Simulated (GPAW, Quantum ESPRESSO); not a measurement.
The Zn K edge of atom 1 in Zn (Zinc, P6_3/mmc), with 6 Zn at 2.67 Å and 6 Zn at 2.92 Å (anticuboctahedral, as in hcp, site symmetry -6m2), was computed in 2 ways: excited-electron core hole (neutral cell) and no core hole. Program and functional: Quantum ESPRESSO XSpectra, LDA, Lorentzian half width 0.83 eV up to 4 eV, rising linearly to 1.75 eV at 25 eV (not a setting of the program: the run's 0.4 eV curve was folded afterwards with a further Lorentzian); cells of 2 and 16 atoms (the run without a hole in the smaller).

Each run is counted from its own lowest empty level or Fermi level and scaled to a mean of 1 over its first 20 eV.

```tsv
E (eV)	run 1	run 2
-2.0	0.11	0.09
-1.5	0.14	0.11
-1.0	0.18	0.14
-0.5	0.25	0.18
0.0	0.35	0.24
0.5	0.47	0.33
1.0	0.59	0.42
1.5	0.68	0.49
2.0	0.76	0.54
2.5	0.82	0.60
3.0	0.88	0.67
3.5	0.92	0.71
4.0	0.94	0.73
4.5	0.96	0.78
5.0	0.99	0.83
5.5	1.04	0.84
6.0	1.10	0.86
6.5	1.15	0.92
7.0	1.19	0.99
7.5	1.23	1.05
8.0	1.28	1.11
8.5	1.32	1.18
9.0	1.34	1.23
9.5	1.35	1.29
10.0	1.33	1.35
10.5	1.27	1.39
11.0	1.20	1.39
11.5	1.12	1.36
12.0	1.06	1.30
12.5	1.02	1.24
13.0	0.99	1.19
13.5	0.98	1.17
14.0	0.97	1.14
14.5	0.96	1.12
15.0	0.95	1.10
15.5	0.95	1.10
16.0	0.96	1.10
16.5	0.97	1.11
17.0	0.98	1.13
17.5	0.98	1.15
18.0	0.97	1.16
18.5	0.95	1.15
19.0	0.92	1.13
19.5	0.89	1.09
20.0	0.87	1.06
20.5	0.85	1.02
21.0	0.84	1.00
21.5	0.83	0.99
22.0	0.83	0.98
22.5	0.83	0.98
23.0	0.83	0.97
23.5	0.84	0.95
24.0	0.84	0.94
24.5	0.85	0.94
25.0	0.86	0.94
25.5	0.86	0.95
26.0	0.87	0.97
26.5	0.88	0.99
27.0	0.90	1.00
27.5	0.91	1.01
28.0	0.92	1.02
28.5	0.94	1.03
29.0	0.95	1.04
29.5	0.96	1.05
30.0	0.98	1.06
30.5	1.00	1.07
31.0	1.02	1.09
31.5	1.04	1.12
32.0	1.06	1.15
```

The database entry behind the starting cell differs from later determinations by our own check (about 0.3 % long), so it need not match the best structure at ambient conditions.

Q: Which run is which?

Run 1: excited-electron core hole (neutral cell) (area from −2 to 6 eV 5.3, main maxima 9.5 eV (1.35) and 17.2 eV (0.99)). Run 2: no core hole (area from −2 to 6 eV 4.0, main maxima 10.8 eV (1.40) and 17.9 eV (1.16)). With each curve scaled to its own mean, the area from −2 to 6 eV with the hole is 5.3 against 4.0, and the centre of weight from −1 to 20 eV moves by -0.9 eV: the hole pulls the absorber's empty states down.

[Banner, clock and machine lines of the logs are left out without a mark of their own.]

[Logs are printed without paths, hosts, clocks, repeated set-up lines and the standing remarks that a program may print on its own settings, such as how far it seeks lower states.]

[Hosts, paths, dates, database ids (printed as entryN), source tags and the programs' standing remarks are cut or masked in the printed files.]

[Lists of maxima count a maximum above −3 eV only where it reaches 4 % of the highest in the window and stands out from its surroundings by 2 % of it (1.5 % where it reaches 55 %); shoulders and weaker maxima are passed over, and of the rest the first, up to two pre-edge ones and the few strongest are named.]
